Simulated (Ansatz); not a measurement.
# How the geometry moves the gap of SiC (Moissanite)

Aim: gaps of SiC (Moissanite) at the database cell and after a full relaxation.

Main program and level: Ansatz 0.2.0; PBE, HSE06 and G0W0, plane waves, PAW.

**The experiments to reproduce.**

- Gap 3.03 eV: indirect gap, experimental literature value; quoted from earlier experiment; bulk crystal (quoted in “Charge spill-out and work function of few-layer graphene on SiC(0001)”, 2018, arxiv:1806.04908).

- Gap 3.02 eV: band gap at cryogenic temperature; bulk crystal (literature value) (quoted in “Silicon carbide diodes for neutron detection”, 2020, arxiv:2009.14696).

- Gap 3 eV: optical absorption onset, approximate; UV-Vis-NIR transmission; bulk crystal (400 micron semi-insulating 6H-SiC wafer) (“Effects of energetic ion irradiation on WSe2/SiC heterostructures”, 2017, pmc:5482891).

### Step 1. The structure

Symmetry: P6_3mc, No. 186, hexagonal system. The conventional cell has a = 3.081 Å, b = 3.081 Å, c = 15.125 Å, α = 90.00°, β = 90.00°, γ = 120.00°. Nearest to Si lie 4 C at 1.88 to 1.90 Å. Si has 4 C at 1.89 Å nearest. Nearest to Si lie 4 C at 1.89 Å. Nearest to C lie 4 Si at 1.88 to 1.89 Å. Nearest to C lie 4 Si at 1.89 Å. Nearest to C lie 4 Si at 1.89 to 1.90 Å. Farther neighbours are not listed.

The cell and positions come from the Crystallography Open Database and are kept as given unless a step says otherwise. The default PAW set here is soft_2. Its files were made with PBE.

### Step 2. PBE bands at the given cell

Levels along a band path, at the cheap level, show where the edges lie and whether the meshes to come will hold them.

This step: DFT, PBE, plane waves, PAW.

Input file input.yaml:

```yaml
crystal:
  lattice:
    - [3.081, 0.0, 0.0]
    - [-1.5405, 2.6682242691, 0.0]
    - [0.0, 0.0, 15.1248]
  atoms:
    - { symbol: Si, position: [0.0, 0.0, 0.0] }
    - { symbol: Si, position: [0.0, 0.0, 0.5] }
    - { symbol: Si, position: [0.3333333333, 0.6666666667, 0.1664] }
    - { symbol: Si, position: [0.6666666667, 0.3333333333, 0.6664] }
    - { symbol: Si, position: [0.6666666667, 0.3333333333, 0.3329] }
    - { symbol: Si, position: [0.3333333333, 0.6666666667, 0.8329] }
    - { symbol: C, position: [0.3333333333, 0.6666666667, 0.0412] }
    - { symbol: C, position: [0.6666666667, 0.3333333333, 0.5412] }
    - { symbol: C, position: [0.6666666667, 0.3333333333, 0.208] }
    - { symbol: C, position: [0.3333333333, 0.6666666667, 0.708] }
    - { symbol: C, position: [0.0, 0.0, 0.3746] }
    - { symbol: C, position: [0.0, 0.0, 0.8746] }
kpoints:
  mp_grid: { grid: [12, 12, 2] }
  band_path:
    path:
      - [[0.0, 0.0, 0.0], [0.5, 0.0, 0.0], [0.33333333, 0.33333333, 0.0], [0.0, 0.0, 0.0], [0.0, 0.0, 0.5], [0.5, 0.0, 0.5], [0.33333333, 0.33333333, 0.5], [0.0, 0.0, 0.5]]
      - [[0.5, 0.0, 0.5], [0.5, 0.0, 0.0]]
      - [[0.33333333, 0.33333333, 0.5], [0.33333333, 0.33333333, 0.0]]
    npoints: 10
hamiltonian:
  xc: pbe
scf:
  occupations: { method: fermi_dirac, width: 0.02 }
  n_extra_bands: 8
output:
  eigenvalues: true
  write_density: true
  write_potential: true
  elf: true
  volumetric_format: npy
```

On the command line:

```console
$ ansatz run input.yaml --threads 3 --pin off --max-ram 92160MiB --backend cuda --events-out ev --progress --plain --runs-dir out --devices 1 --max-vram 13GiB
```

Numbers of over 12 decimals in the logs are rounded to 6 here.

Log:

```text
scf.n_extra_bands = 8 over 24 filled bands (N_el = 48.0): the run solves 32 bands
GPUs: using 1 of 1 available (devices: 1).
Engine: ansatz 0.2.0, x86_64-unknown-linux-gnu
Pseudopotentials: kind: paw
Pseudopotential: Si, paw, valence charge 4, recommended cutoff 420 eV (normal), Si.paw.azcp
Pseudopotential: C, paw, valence charge 4, recommended cutoff 420 eV (normal), C.paw.azcp
Functional definition: PBE
  parameter kappa = 0.804
  parameter beta = 0.066725
  exchange = pbe_x(kappa = kappa, mu = beta*pi^2/3)
  correlation = pbe_c(beta = beta)
device memory: the entry about to start is reckoned to put 3.2 GiB on a device that reports 39.4 GiB free (of which the cap on the GPU budget leaves the run 13.0 GiB)
GPU FFT provider: cuFFT
GPU libraries: cuBLAS 13.8.2, cuFFT 12.4.0, cuSOLVER 12.3.4
Crystal: 12 atoms, lattice volume = 124.338 Å³
Basis set: ecut = 420 eV, 2415 PW (Γ)
Bands: 32, of which v1, the nominal top of the filled ones, is band 24 counted from 1 (23 counted from 0)
Symmetry: 12 space group operations
Space group: P63mc (ITA 186), of the structure as read, at distance tolerance 5.0e-5 Å
k-points: 38 of 288
Non-local potential: Si, projectors of the file, l = 0: 2, l = 1: 2, l = 2: 2
Non-local potential: C, projectors of the file, l = 0: 2, l = 1: 2, l = 2: 1
PAW form: soft (Blöchl's): semilocal exchange-correlation on the pseudo side does not see the compensation charge
PAW one-centre angular grid: Si, 110 points (default); XC on 64 Gauss nodes
PAW one-centre angular grid: C, 110 points (default); XC on 64 Gauss nodes
Initial density: superposition of atomic densities (neutral atoms: chi_scale 0, normalization atom), corrected by the library's trained network
Initial wavefunctions: pseudopotential atomic-orbital guess
GPU buffer pool allocated for 62208 grid points (all kernels)
GPU transforms: local potential and band sums: pruned to the plane-wave sphere, on 24×24×108
Functional: x = pbe(κ = 0.804, μ = 0.219515), c = pbe(β = 0.066725)
SCF iter   1: F=—  HF=-5322.953446 eV  |F-HF|=—  |Δ(HF+E_count)|=         —  Δρ=2.66e-3  dr2=9.33e-3  ethr=1.77e-3  ⟨swp⟩=8.1  Hψ=6606  notcnv=0
preconditioner: auto → none  [insulator: Δε(μ)=1.988 eV  Ē_g=11.112 eV  σ=0.020 eV  W_gap=1.00  n_scr=10 (ndim 8)  ℏωp=23.1 eV  f_vac=0.000  D(μ)=0.00/eV (n_scr^D=0)  ε∞_Penn≈5.3]
SCF iter   2: F=—  HF=-5322.952920 eV  |F-HF|=—  |Δ(HF+E_count)|=   5.26e-4  Δρ=7.48e-4  dr2=2.89e-4  ethr=1.94e-5  ⟨swp⟩=2.2  Hψ=2418  notcnv=0  defer=114
SCF iter   3: F=—  HF=-5322.953163 eV  |F-HF|=—  |Δ(HF+E_count)|=   2.43e-4  Δρ=3.38e-4  dr2=5.60e-5  ethr=6.03e-7  ⟨swp⟩=2.7  Hψ=2086  notcnv=0  defer=114
SCF iter   4: F=—  HF=-5322.953268 eV  |F-HF|=—  |Δ(HF+E_count)|=   1.05e-4  Δρ=6.32e-5  dr2=1.48e-5  ethr=1.17e-7  ⟨swp⟩=2.0  Hψ=1990  notcnv=0  defer=114
SCF iter   5: F=—  HF=-5322.953266 eV  |F-HF|=—  |Δ(HF+E_count)|=   1.20e-6  Δρ=1.89e-5  dr2=2.66e-7  ethr=3.08e-8  ⟨swp⟩=2.0  Hψ=1718  notcnv=0  defer=114
SCF iter   6: F=-5322.953267 eV  HF=-5322.953267 eV  |F-HF|=7.33e-9  |Δ(HF+E_count)|=   5.42e-7  Δρ=3.20e-6  dr2=8.32e-9  ethr=2.08e-10  ⟨swp⟩=8.4  Hψ=3894  notcnv=0
SCF 1 converged in 6 iterations: F = -5322.953267 eV  dr2 = 8.32e-9
[...]
device memory: the entry about to start is reckoned to put 2.1 GiB on a device that reports 38.7 GiB free (of which the cap on the GPU budget leaves the run 13.0 GiB)
NSCF: frozen V_eff on 93 k-points
SCF converged after 6 iterations
Free energy (F): -5322.953267 eV
Harris-Foulkes:  -5322.953267 eV  (|F-HF|=7.33e-9)
Internal energy: -5322.953267 eV  (E = F + TS)
E sigma→0 (E₀):  -5322.953267 eV
Fermi energy:    10.514015 eV
--- Per-component energies (eV) ---
  E_band       = 171.398702
  E_kinetic    = 813.843116
  E_local      = -628.573019  (includes V_loc(G=0)·N_el)
  E_nonlocal   = 310.934011
  E_hartree    = 193.242765
  E_xc         = -632.905069
  E_vxc        = -656.074354  (∫ρ·V_xc dr)
  E_paw        = -3672.478255  (= ΣΔE_a)
  E_vpaw       = -55.216329  (= ΣTr[D̂ρ^β])
  E_aug_tail   = 0.000069  (compensation charges beyond the density's cutoff)
  E_ewald      = -1707.016885
  E_smearing   = -0.000000  (= −TS)
  E_closure    = -0.000000  (closes the sum)
  Σ components = -5322.953267   (vs F -5322.953267, Δ=0.00e0)
--- Band table (eV; the first three rows and the last of 38) ---
  k-point 0: bands = [... 20 lower, 9.2219, 9.4738, 9.5089, 9.5089, 14.6730, 14.8441, 15.2447, 15.7540, ... 4 higher]
  k-point 1: bands = [... 20 lower, 9.4142, 9.4142, 9.4142, 9.4142, 14.7400, 14.7400, 15.4779, 15.4779, ... 4 higher]
  k-point 2: bands = [... 20 lower, 9.0633, 9.1134, 9.3967, 9.4601, 14.9797, 15.1747, 15.4120, 15.8754, ... 4 higher]
  k-point 37: bands = [... 20 lower, 6.8856, 6.8856, 7.2487, 7.2487, 13.1844, 13.1844, 13.8231, 13.8231, ... 4 higher]
```

Wall time 11 s (1 × NVIDIA H100 80GB HBM3 (shared by 6 runs) with 3 threads of AMD EPYC 7R13 (Zen 3), shared host); peak memory 0.95 GiB; 16 s of CPU time.

Numbers from this step:

```
filled bands         : 24
gap                  : 2.011 eV
valence top at       : Γ
conduction bottom at : k = (0.500, 0.000, 0.200)
least direct gap     : 3.120 eV
```

The gap is indirect, with the least direct gap 1.11 eV higher.

### Step 3. The relaxed cell

Cell and ions were relaxed with PBE; that run is not shown. It left this cell:

Symmetry: P6_3mc, No. 186, hexagonal system. Conventional cell: a = 3.095 Å, b = 3.095 Å, c = 15.185 Å, α = 90.00°, β = 90.00°, γ = 120.00°. Si has 4 C at 1.90 Å nearest. Nearest to Si lie 4 C at 1.89 to 1.90 Å. Nearest to C lie 4 Si at 1.90 Å. Nearest to C lie 4 Si at 1.89 to 1.90 Å. C has 4 Si at 1.89 to 1.90 Å nearest. Farther neighbours are not listed.

### Step 4. PBE at the relaxed cell

The cell differs from the one that the last finished run ended in (a 3.081 → 3.095 Å, b 3.081 → 3.095 Å, c 15.125 → 15.185 Å).

input.yaml, the sections that differ from step 2:

```yaml
crystal:
  lattice:
    - [3.0948261473, 0.0, 0.0]
    - [-1.5474130737, 2.6801980639, 0.0]
    - [0.0, 0.0, 15.1854387337]
  atoms:
    - { symbol: Si, position: [0.0, 0.0, -0.0002767834] }
    - { symbol: Si, position: [0.0, 0.0, 0.4997232166] }
    - { symbol: Si, position: [0.3333333333, 0.6666666667, 0.1665018643] }
    - { symbol: Si, position: [0.6666666667, 0.3333333333, 0.6665018643] }
    - { symbol: Si, position: [0.6666666667, 0.3333333333, 0.3329933979] }
    - { symbol: Si, position: [0.3333333333, 0.6666666667, 0.8329933979] }
    - { symbol: C, position: [0.3333333333, 0.6666666667, 0.0415126541] }
    - { symbol: C, position: [0.6666666667, 0.3333333333, 0.5415126541] }
    - { symbol: C, position: [0.6666666667, 0.3333333333, 0.2079986727] }
    - { symbol: C, position: [0.3333333333, 0.6666666667, 0.7079986727] }
    - { symbol: C, position: [0.0, 0.0, 0.3743701944] }
    - { symbol: C, position: [0.0, 0.0, 0.8743701944] }
output:
  eigenvalues: true
# kpoints, hamiltonian, scf: as in step 2
```

Log:

```text
[...]
GPUs: using 1 of 1 available (devices: 1).
[...]
GPU FFT provider: cuFFT
GPU libraries: cuBLAS 13.8.2, cuFFT 12.4.0, cuSOLVER 12.3.4
Crystal: 12 atoms, lattice volume = 125.959 Å³
Basis set: ecut = 420 eV, 2451 PW (Γ)
Bands: 32, of which v1, the nominal top of the filled ones, is band 24 counted from 1 (23 counted from 0)
[... 1 set-up line as in the run before ...]
[...]
k-points: 38 of 288
[...]
--- Band table (eV; the first three rows and the last of 38) ---
  k-point 0: bands = [... 20 lower, 9.0429, 9.3086, 9.3435, 9.3435, 14.3914, 14.5633, 14.9653, 15.4643, ... 4 higher]
  k-point 1: bands = [... 20 lower, 9.2482, 9.2482, 9.2482, 9.2482, 14.4586, 14.4586, 15.1986, 15.1986, ... 4 higher]
  k-point 2: bands = [... 20 lower, 8.8964, 8.9321, 9.2315, 9.2951, 14.7144, 14.9075, 15.1562, 15.6218, ... 4 higher]
  k-point 37: bands = [... 20 lower, 6.7338, 6.7338, 7.1039, 7.1039, 13.0107, 13.0107, 13.6645, 13.6645, ... 4 higher]
[key lines of the parts left out:]
SCF converged after 6 iterations
Free energy (F): -5322.969698 eV
Fermi energy:    10.355656 eV
```

Wall time 9.2 s (1 × NVIDIA H100 80GB HBM3 (shared by 6 runs) with 3 threads); peak memory 0.92 GiB; 11 s of CPU time.

This step gave:

```
gap                  : 2.025 eV
valence top at       : Γ
conduction bottom at : k = (0.500, 0.000, 0.250)
least direct gap     : 3.127 eV
```

The gap is indirect, with the least direct gap 1.10 eV higher.

### Step 5. HSE06 at the relaxed cell

The screened hybrid is the usual rung above semilocal functionals: a quarter of exact exchange, cut off beyond a few ångström.

This step: DFT, HSE06, plane waves, PAW.

input.yaml, the sections that differ from step 4:

```yaml
kpoints:
  mp_grid: { grid: [6, 6, 2] }
  band_path:
    path:
      - [0.0, 0.0, 0.0]
      - [0.5, 0.0, 0.0]
      - [0.33333333, 0.33333333, 0.0]
      - [0.0, 0.0, 0.5]
      - [0.5, 0.0, 0.5]
      - [0.33333333, 0.33333333, 0.5]
      - [0.5, 0.0, 0.2]
      - [0.5, 0.0, 0.25]
    npoints: 1
hamiltonian:
  xc: hse06
scf:
  occupations: { method: fixed }
  n_extra_bands: 8
# crystal, output: as in step 4
```

Log:

```text
[...]
GPUs: using 1 of 1 available (devices: 1).
[...]
davidson cushion auto → on  (no smearing: the cushion is to keep the highest requested band from converging to the state above it; pin scf.eigensolver.cushion to override)
[...]
GPU FFT provider: cuFFT
GPU libraries: cuBLAS 13.8.2, cuFFT 12.4.0, cuSOLVER 12.3.4
Crystal: 12 atoms, lattice volume = 125.959 Å³
Basis set: ecut = 420 eV, 2451 PW (Γ)
[...]
Fermi energy:    8.748897 eV
[...]
--- Band table (eV; the first three rows and the last of 14) ---
  k-point 0: bands = [... 20 lower, 8.4225, 8.7167, 8.7489, 8.7489, 14.9726, 15.1550, 15.5757, 16.1210, ... 4 higher]
  k-point 1: bands = [... 20 lower, 8.6451, 8.6451, 8.6451, 8.6451, 15.0436, 15.0436, 15.8237, 15.8237, ... 4 higher]
  k-point 2: bands = [... 20 lower, 7.9209, 7.9630, 8.3891, 8.4889, 14.5167, 14.9218, 15.0128, 15.7373, ... 4 higher]
  k-point 13: bands = [... 20 lower, 5.9182, 5.9182, 6.3214, 6.3214, 13.3956, 13.3956, 14.1156, 14.1156, ... 4 higher]
[key lines of the parts left out:]
Free energy (F): -5326.696605 eV
```

The job ended after 51 s (1 × NVIDIA H100 80GB HBM3 (shared by 6 runs) with 3 threads; peak memory 1.5 GiB; 61 s of CPU time).

This step gave:

* gap: 2.913 eV
* valence top at: Γ
* conduction bottom at: k = (0.500, 0.000, 0.200)
* least direct gap: 4.119 eV

The gap stands +0.89 eV against PBE.

### Step 6. G0W0 at the relaxed cell

Now the one-shot GW correction: screening in the RPA, then the self-energy of the levels asked for.

This step: G0W0 on PBE, plane waves, PAW.

Edit input.yaml of step 5 so:

```diff
@@ -20,19 +20,11 @@
   mp_grid: { grid: [6, 6, 2] }
-  band_path:
-    path:
-      - [0.0, 0.0, 0.0]
-      - [0.5, 0.0, 0.0]
-      - [0.33333333, 0.33333333, 0.0]
-      - [0.0, 0.0, 0.5]
-      - [0.5, 0.0, 0.5]
-      - [0.33333333, 0.33333333, 0.5]
-      - [0.5, 0.0, 0.2]
-      - [0.5, 0.0, 0.25]
-    npoints: 1
 hamiltonian:
-  xc: hse06
+  xc: pbe
 scf:
   occupations: { method: fixed }
-  n_extra_bands: 8
-output:
-  eigenvalues: true
+gw:
+  n_empty_bands: 269
+  ecut_chi: 96
+  qp_bands: [v4, c4]
+  qp_kpoints: band_edges
+  screening: { model: contour_deformation }
```

Log:

```text
GPUs: using 1 of 1 available (devices: 1).
[...]
GPU FFT provider: cuFFT
GPU libraries: cuBLAS 13.8.2, cuFFT 12.4.0, cuSOLVER 12.3.4
Crystal: 12 atoms, lattice volume = 125.959 Å³
Basis set: ecut = 420 eV, 2451 PW (Γ)
Bands: 36, of which v1, the nominal top of the filled ones, is band 24 counted from 1 (23 counted from 0)
[... 1 set-up line as in the run before ...]
[...]
k-points: 14 of 72
[...]
0    28     15.4675    -9.6341    -4.9857   -15.3417  0.7859    16.1948    16.1893  root
[...]
13    25     13.0119    -7.0106    -4.1986   -11.6603  0.8124    13.4644    13.4630  root
    13    26     13.0119    -7.0106    -4.1986   -11.6603  0.8124    13.4644    13.4630  root
    13    27     13.6658    -7.3181    -4.3823   -12.2281  0.8077    14.1957    14.1935  root
    13    28     13.6658    -7.3181    -4.3823   -12.2281  0.8077    14.1957    14.1935  root
[key lines of the parts left out:]
SCF converged after 7 iterations
Free energy (F): -5322.937314 eV
Fermi energy:    9.347416 eV
```

It took 37 s on 1 × NVIDIA H100 80GB HBM3 (shared by 6 runs) with 3 threads; peak memory 1.4 GiB.

This step gave:

```yaml
bands_summed: 293
rpa_eps_infinity_on_this_mesh_eigenvalues: 6.897, 7.077, 7.077
plane_waves_in_the_screening_matrix: 295
g0w0_gap_on_the_mesh: 2.720 eV
k_of_the_valence_top: 0, 0, 0
k_of_the_conduction_bottom: 0, -0.5, 0
starting_gap_on_the_mesh: 2.028 eV
least_direct_g0w0_gap_on_the_computed_points: 3.927 eV
```

The gap on the mesh goes from 2.03 eV to 2.72 eV, a correction of +0.69 eV. Between the two edge states, bare exchange in place of the xc potential would open the gap by 6.78 eV, and correlation takes back 6.09 eV.

### Step 7. G0W0 at the given cell

Input file input.yaml:

```yaml
crystal:
  lattice:
    - [3.081, 0.0, 0.0]
    - [-1.5405, 2.6682242691, 0.0]
    - [0.0, 0.0, 15.1248]
  atoms:
    - { symbol: Si, position: [0.0, 0.0, 0.0] }
    - { symbol: Si, position: [0.0, 0.0, 0.5] }
    - { symbol: Si, position: [0.3333333333, 0.6666666667, 0.1664] }
    - { symbol: Si, position: [0.6666666667, 0.3333333333, 0.6664] }
    - { symbol: Si, position: [0.6666666667, 0.3333333333, 0.3329] }
    - { symbol: Si, position: [0.3333333333, 0.6666666667, 0.8329] }
    - { symbol: C, position: [0.3333333333, 0.6666666667, 0.0412] }
    - { symbol: C, position: [0.6666666667, 0.3333333333, 0.5412] }
    - { symbol: C, position: [0.6666666667, 0.3333333333, 0.208] }
    - { symbol: C, position: [0.3333333333, 0.6666666667, 0.708] }
    - { symbol: C, position: [0.0, 0.0, 0.3746] }
    - { symbol: C, position: [0.0, 0.0, 0.8746] }
kpoints:
  mp_grid: { grid: [6, 6, 2] }
hamiltonian:
  xc: pbe
scf:
  occupations: { method: fixed }
gw:
  n_empty_bands: 265
  ecut_chi: 96
  qp_bands: [v4, c4]
  qp_kpoints: band_edges
  screening: { model: contour_deformation }
```

Log:

```text
GPUs: using 1 of 1 available (devices: 1).
[...]
GPU FFT provider: cuFFT
GPU libraries: cuBLAS 13.8.2, cuFFT 12.4.0, cuSOLVER 12.3.4
Crystal: 12 atoms, lattice volume = 124.338 Å³
Basis set: ecut = 420 eV, 2415 PW (Γ)
Bands: 36, of which v1, the nominal top of the filled ones, is band 24 counted from 1 (23 counted from 0)
[... 1 set-up line as in the run before ...]
[...]
k-points: 14 of 72
[...]
0    28     15.7559    -8.8661    -4.9333   -14.5141  0.7948    16.4755    16.4706  root
[...]
13    25     13.1856    -7.0479    -4.1972   -11.7035  0.8132    13.6455    13.6441  root
    13    26     13.1856    -7.0479    -4.1972   -11.7035  0.8132    13.6455    13.6441  root
    13    27     13.8244    -7.3527    -4.3783   -12.2663  0.8083    14.3620    14.3597  root
    13    28     13.8244    -7.3527    -4.3783   -12.2663  0.8083    14.3620    14.3597  root
[key lines of the parts left out:]
SCF converged after 7 iterations
Free energy (F): -5322.920997 eV
Fermi energy:    9.512835 eV
```

Wall time 29 s (1 × NVIDIA H100 80GB HBM3 (shared by 6 runs) with 3 threads); peak memory 1.4 GiB; 35 s of CPU time.

This step gave:

```yaml
bands_summed: 289
rpa_eps_infinity_on_this_mesh_eigenvalues: 6.876, 7.043, 7.043
plane_waves_in_the_screening_matrix: 295
g0w0_gap_on_the_mesh: 2.712 eV
k_of_the_valence_top: 0, 0, 0
k_of_the_conduction_bottom: 0, -0.5, 0
starting_gap_on_the_mesh: 2.013 eV
least_direct_g0w0_gap_on_the_computed_points: 3.927 eV
```

The gap on the mesh goes from 2.01 eV to 2.71 eV, a correction of +0.70 eV. Between the two edge states, bare exchange in place of the xc potential would open the gap by 6.80 eV, and correlation takes back 6.10 eV.

### Step 8. Together

G0W0 rows are gaps on the mesh, lowered by the amount that the mesh misses the start's edges, a rough step that assumes the same correction there.

| level | given cell (eV) | relaxed cell (eV) | change (eV) |
| --- | --- | --- | --- |
| PBE | 2.01 | 2.02 | +0.01 |
| HSE06 | - | 2.91 | - |
| G0W0@PBE | 2.71 | 2.72 | +0.01 |

### Step 9. Results

```yaml
volume_change: +1.3 %
pbe_given_cell: 2.01 eV
pbe_relaxed_cell: 2.02 eV
hse06_relaxed_cell: 2.91 eV
g0w0_pbe_relaxed_cell: 2.72 eV
g0w0_pbe_given_cell: 2.71 eV
known_limits: not at the basis limit
```

**Reading.** Relaxation changes the volume by +1.3 % and the gap by +0.01 eV (PBE) and +0.01 eV (G0W0@PBE). Against experiment, by G0W0@PBE at the given cell: the gap of 2.71 eV lies −0.32 eV from the measured 3.03 eV (indirect, quoted 2018); the gap of 2.71 eV lies −0.31 eV from the measured 3.02 eV (kind not stated, quoted 2020); the gap of 2.71 eV lies −0.29 eV from the measured 3 eV (optical, 2017). An exciton line or allowed optical edge lies below the quasiparticle gap by the binding energy; a forbidden edge can push the onset above it. The calculation has static nuclei and no excitons; a measured gap holds zero-point and thermal motion, which mostly lowers it. Bands and cutoff are finite, so the gap is not at the basis limit. The miss can reach some tenths of an eV and take either sign; the mesh is an error of its own.

[Paths, hosts, dates, memory and timing lines, banners, echoed tables and standing remarks are left out of the program output.]

[Logs are printed without paths, hosts, clocks, repeated set-up lines and the standing remarks that a program may print on its own settings, such as how far it seeks lower states.]

[Runs of the session that timed out or met a known fault of the program may be left out.]

[Cells called generated may have been cut or substituted from an entry of the Crystallography Open Database or the Materials Project.]

[Hosts, paths, dates, database ids (printed as entryN), source tags and the programs' standing remarks are cut or masked in the printed files.]
